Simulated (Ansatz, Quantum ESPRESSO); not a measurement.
# Lattice dynamics of KTaO3 (Pm-3m) in two programs, part 5 of 5

How does KTaO3 (Pm-3m) vibrate, and is this structure a minimum?

Quantum ESPRESSO 7.5; DFT LDA, scalar-relativistic, plane waves, PseudoDojo norm-conserving pseudopotentials.

So far. Step 11 (Modes along a direction of q (1 0 0)): The field moves 3 modes; the highest of them now lies at 819 cm⁻¹, where the highest that moved away lay at 556. Step 14 (Side by side: QE PseudoDojo and Ansatz, PseudoDojo): At the solved wavevectors the largest difference (acoustic modes at Γ apart) is 0.02 % of the highest mode.

### 15. A second program

The same cell goes through another code, with its own cutoff. It uses its own PAW datasets, so the potentials differ. Its k mesh is centred on Γ.

This step: DFT LDA, scalar-relativistic, plane waves, PAW (Ansatz 0.2.0).

input.yaml

```yaml
crystal:
  lattice:
    - [3.9385677481, 0.0, 0.0]
    - [0.0, 3.9385677481, 0.0]
    - [0.0, 0.0, 3.9385677481]
  atoms:
    - { symbol: K, position: [0.5, 0.5, 0.5] }
    - { symbol: Ta, position: [0.0, 0.0, 0.0] }
    - { symbol: O, position: [0.5, 0.0, 0.0] }
    - { symbol: O, position: [0.0, 0.5, 0.0] }
    - { symbol: O, position: [0.0, 0.0, 0.5] }
kpoints:
  mp_grid: { grid: [6, 6, 6] }
hamiltonian:
  xc: lda
scf:
  occupations: { method: fixed }
output:
  eigenvalues: true
phonons:
  method: dfpt
  dielectric: true
  rigid_motions: translations
  qmesh: [2, 2, 2]
  temperatures: { t_max: 1000, t_step: 50 }
  qpath:
    path:
      - [[0.0, 0.0, 0.0], [0.0, 0.5, 0.0], [0.5, 0.5, 0.0], [0.0, 0.0, 0.0], [0.5, 0.5, 0.5], [0.0, 0.5, 0.0]]
      - [[0.5, 0.5, 0.5], [0.5, 0.5, 0.0]]
    npoints: 12
```

Command:

```bash
ansatz run input.yaml --threads 8 --pin off --max-ram 16384MiB --backend cpu --events-out ev --progress --plain --runs-dir out
```

Numbers of over 12 decimals in the logs are rounded to 6 here.

The log of the run:

```text
[...]
Crystal: 5 atoms, lattice volume = 61.096 Å³
Basis set: ecut = 420 eV, 1213 PW (Γ), exchange–correlation on 54×54×54 points (8 copies of the dense FFT grid, shifted against one another)
Bands: 25, of which v1, the nominal top of the filled ones, is band 20 counted from 1 (19 counted from 0)
Symmetry: 48 space group operations
k-points: 80 of 216 (irreducible under 2 space group operations, time reversal used)
[...]
SCF iter   1: F=—  HF=-12851.072357 eV  |F-HF|=—  |Δ(HF+E_count)|=         —  Δρ=1.98e-2  dr2=2.22e-1  ethr=1.77e-3  ⟨swp⟩=4.6  Hψ=8494  notcnv=0  defer=199
[...]
SCF iter   8: F=-12851.019102 eV  HF=-12851.019102 eV  |F-HF|=9.09e-12  |Δ(HF+E_count)|=  7.46e-11  Δρ=3.73e-7  dr2=4.68e-11  ethr=1.00e-12  ⟨swp⟩=11.1  Hψ=13600  notcnv=0
SCF 1 converged in 8 iterations: F = -12851.019102 eV  dr2 = 4.68e-11
[...]
Bands: 21, of which v1, the nominal top of the filled ones, is band 20 counted from 1 (19 counted from 0)
k-points: 20 of 512
[...]
Eigensolver: Dense (20 Hₖ)
SCF iter   1: F=—  HF=-12851.025103 eV  |F-HF|=—  |Δ(HF+E_count)|=         —  Δρ=6.77e-4  dr2=4.59e-5  ethr=1.00e-1
[...]
SCF iter   4: F=-12851.025082 eV  HF=-12851.025082 eV  |F-HF|=3.10e-8  |Δ(HF+E_count)|=   5.15e-7  Δρ=8.95e-6  dr2=4.62e-8  ethr=4.27e-9
SCF 1 converged in 4 iterations: F = -12851.025082 eV  dr2 = 4.62e-8
[...]
NSCF: frozen V_eff on 20 k-points
[...]
SCF converged after 8 iterations
Free energy (F): -12851.019102 eV
[...]
Internal energy: -12851.019102 eV  (E = F + TS)
E sigma→0 (E₀):  -12851.019102 eV
Fermi energy:    8.924324 eV
[...]
--- Band table (eV; the first three rows and the last of 80) ---
  k-point 0: bands = [... 16 lower, 7.7974, 8.3327, 8.3327, 8.3327, 11.0733, 11.0733, 11.0733, 15.6039, ... 1 higher]
  k-point 1: bands = [... 16 lower, 7.6002, 7.6575, 8.2124, 8.2124, 11.1173, 11.9306, 11.9306, 16.0849, ... 1 higher]
  k-point 2: bands = [... 16 lower, 6.9027, 7.3976, 8.1224, 8.1224, 11.2086, 13.4035, 13.4035, 16.2220, ... 1 higher]
  k-point 79: bands = [... 16 lower, 4.8782, 8.9243, 8.9243, 8.9243, 15.6986, 15.6986, 15.6986, 17.7685, ... 1 higher]
[...]
ASR residual: 1.908e-4 → 0.000e0 eV/Å²; symmetrization residual: 3.156e-6 eV/Å²
  ASR residual per site (eV/Å²): 1.09e-4 2.05e-5 1.91e-4 1.91e-4 1.91e-4
[...]
ε∞ (high-frequency dielectric tensor):
        5.431126     0.000000     0.000000
        0.000000     5.431126     0.000000
        0.000000     0.000000     5.431126
  ε⁰ (static dielectric tensor: ions relaxed, cell fixed):
      168.745608     0.000000    -0.000000
        0.000000   168.745608    -0.000000
       -0.000000    -0.000000   168.745608
  ε⁰ − ε∞ (ionic part):
      163.314482     0.000000    -0.000000
        0.000000   163.314482    -0.000000
       -0.000000    -0.000000   163.314482
[...]
Born effective charges Z* (e; rows j = field, columns β = displacement):
    site 0:
         1.15287    0.00000    0.00000
         0.00000    1.15287    0.00000
         0.00000    0.00000    1.15287
    site 1:
         8.71221    0.00000    0.00000
        -0.00000    8.71221    0.00000
        -0.00000    0.00000    8.71221
    site 2:
        -6.48222   -0.00000    0.00000
        -0.00000   -1.69143    0.00000
        -0.00000    0.00000   -1.69143
    site 3:
        -1.69143    0.00000    0.00000
         0.00000   -6.48222   -0.00000
         0.00000    0.00000   -1.69143
    site 4:
        -1.69143    0.00000    0.00000
        -0.00000   -1.69143    0.00000
        -0.00000    0.00000   -6.48222
  Z* charge neutrality: 1.079e-3 e pre-enforcement
[...]
optical modes at Γ without the LO–TO term, one row a degenerate level:
      ω (cm⁻¹)  modes    IR ((D/Å)²/amu)
         98.46      3           128.6283
        184.96      3            16.3775
        240.64      3             0.0000
        568.07      3            92.9093
  optical modes at Γ + LO–TO along q̂ = [1.0000, 0.0000, 0.0000]:
      ω (cm⁻¹)  modes    IR ((D/Å)²/amu)
         98.46      2            85.7522
        176.29      1             0.0372
        184.96      2            10.9183
        240.64      3             0.0000
        393.71      1             6.9039
        568.07      2            61.9395
        830.83      1            72.3640
  optical modes at Γ + LO–TO along q̂ = [0.0000, 1.0000, 0.0000]:
      ω (cm⁻¹)  modes    IR ((D/Å)²/amu)
         98.46      2            85.7522
        176.29      1             0.0372
        184.96      2            10.9183
        240.64      3             0.0000
        393.71      1             6.9039
        568.07      2            61.9395
        830.83      1            72.3640
  optical modes at Γ + LO–TO along q̂ = [0.0000, 0.0000, 1.0000]:
      ω (cm⁻¹)  modes    IR ((D/Å)²/amu)
         98.46      2            85.7522
        176.29      1             0.0372
        184.96      2            10.9183
        240.64      3             0.0000
        393.71      1             6.9039
        568.07      2            61.9395
        830.83      1            72.3640
--- Phonons (arbitrary-q DFPT): 4 irreducible q on the 2×2×2 mesh ---
[...]
interpolated dispersion: 75 rows × 15 modes
[...]
```

Run time: 74 s. Hardware: 8 threads of Arm Neoverse N1, shared host; peak memory 0.81 GiB.

Read from the output:

| Item | Value |
| --- | --- |
| gap on the k-mesh | 2.149 eV |
| sum-rule residual before enforcement | 1.91e-4 eV/Å² |
| miss of the charge sum rule | 0.001079 e |
| estimated error of the dielectric tensor | 0.01674 |
| estimated error of the Born charges | 0.04113 e |
| mean frequency | 320.2 cm⁻¹ |
| Debye temperature (second moment) | 712 K |
| highest optical zone-centre mode (no LO-TO term) | 568.1 cm⁻¹ |
| lowest optical zone-centre mode | 98.46 cm⁻¹ |
| mean high-frequency dielectric constant | 5.431 |
| largest Born charge in size (third of the trace) | 8.712 e |
| mean static dielectric constant | 168.7 |
| highest mode moved by the LO-TO term | 830.8 cm⁻¹ |
| lowest mode on the q mesh (acoustic ones at the zone centre apart) | 66.45 cm⁻¹ |

Transverse modes. Lines of the infrared spectrum (strongest = 100):

| position (cm⁻¹) | label | IR intensity ((D/Å)²/amu), degenerate modes summed, relative |
| --- | --- | --- |
| 98 | T1u | 100 |
| 185 | T1u | 13 |
| 241 | T2u | 0.0 |
| 568 | T1u | 72 |

The log warns that the force constants on this k mesh are to be taken as unconverged.

### 16. Side by side: QE PseudoDojo and Ansatz, PAW

Numbers from this step:

| Quantity | Value |
| --- | --- |
| root-mean-square difference | 8.41 cm⁻¹ |
| largest difference | 19.44 cm⁻¹ |
| root-mean-square difference on the path | 7.8 cm⁻¹ |
| largest difference on the path | 19.5 cm⁻¹ |

The 12 of 57 modes that differ most. Frequencies side by side:

| q (reciprocal lattice) | mode | QE PseudoDojo (cm⁻¹) | Ansatz, PAW (cm⁻¹) |
| --- | --- | --- | --- |
| 0 0 0 | 13 | 555.5 | 568.1 |
| 0 0 0 | 14 | 555.5 | 568.1 |
| 0 0 0 | 15 | 555.5 | 568.1 |
| 0 0 -0.5 | 13 | 531.1 | 546.1 |
| 0 0 -0.5 | 14 | 531.1 | 546.1 |
| 0 -0.5 -0.5 | 13 | 498.9 | 518.4 |
| 0 -0.5 -0.5 | 14 | 614 | 631.9 |
| -0.5 -0.5 -0.5 | 1 | 137.6 | 124.4 |
| -0.5 -0.5 -0.5 | 2 | 137.6 | 124.4 |
| -0.5 -0.5 -0.5 | 3 | 137.6 | 124.4 |
| -0.5 -0.5 -0.5 | 13 | 579.7 | 598.3 |
| -0.5 -0.5 -0.5 | 14 | 579.7 | 598.3 |

The two runs side by side. Further quantities:

| quantity | QE PseudoDojo | Ansatz, PAW |
| --- | --- | --- |
| mean ε∞ | 5.438 | 5.431 |
| largest Born charge in size (e; the first before, the second after the charge sum rule) | 8.72 | 8.712 |

At the solved wavevectors the largest difference (acoustic modes at Γ apart) is 2 % of the highest mode, but 4 % of the mode at 499 cm⁻¹ on which it sits.

### 17. Results

| Property | Result |
| --- | --- |
| space group after relaxation | Pm-3m |
| volume per atom | 12.2 Å³ |
| gap on the k-mesh | 2.17 eV |
| highest optical zone-centre mode (no LO-TO term) | 555.5 cm⁻¹ |
| lowest optical zone-centre mode | 91.5 cm⁻¹ |
| highest mode moved by the LO-TO term | 819.1 cm⁻¹ |
| mean high-frequency dielectric constant | 5.44 |
| largest Born charge in size (third of the trace) | 8.72 e |
| mean static dielectric constant | 204.9 |
| q mesh | 2×2×2 |
| lowest mode on the q mesh (acoustic ones at the zone centre apart) | 64.6 cm⁻¹ |
| zero-point energy per atom | 59.4 meV |
| heat capacity at 300 K | 20.1 J/(mol atoms K) |
| vibrational entropy at 300 K | 21.8 J/(mol atoms K) |
| imaginary modes on the q mesh | none |
| largest difference from Ansatz, PseudoDojo | 0.17 cm⁻¹ |

KTaO3 (Pm-3m) is dynamically stable on the 2×2×2 mesh; its spectrum reaches 951 cm⁻¹. At the LDA level the optical modes of KTaO3 (Pm-3m) at the zone centre (no LO-TO term) run from 92 to 555 cm⁻¹. Along the directions run, the highest mode that the macroscopic field moves lies at 819 cm⁻¹. Lattice motion raises the mean dielectric constant from 5.438 to 204.9. Of the 12 optical modes, 9 are infrared active alone and 3 are silent. QE PseudoDojo and Ansatz, PseudoDojo agree to 0.17 cm⁻¹ (0.02 % of the highest mode compared) on all solved modes but the acoustic ones at Γ, without the LO-TO term. QE PseudoDojo and Ansatz, PAW differ by 8.4 cm⁻¹ in the root mean square and by 19.4 cm⁻¹ at most, 2.0 % of the highest mode compared (acoustic modes at Γ left out; ph.x's values are those before the sum rule). These are harmonic frequencies at zero temperature: anharmonic shifts and linewidths and thermal expansion are left out. Spin-orbit coupling is left out, which can matter for the heavy elements here. Ansatz's log warns that force constants on this k mesh are to be taken as unconverged, an error that the frequencies of both programs share. The q mesh stands for a supercell only 7.9 Å across, so branches between the solved wavevectors are rough.

[Host names and launcher messages were left out of these logs when they were recorded.]

[Logs are printed without paths, hosts, clocks, repeated set-up lines and the standing remarks that a program may print on its own settings, such as how far it seeks lower states.]

[Hosts, paths, dates, database ids (printed as entryN), source tags and the programs' standing remarks are cut or masked in the printed files.]
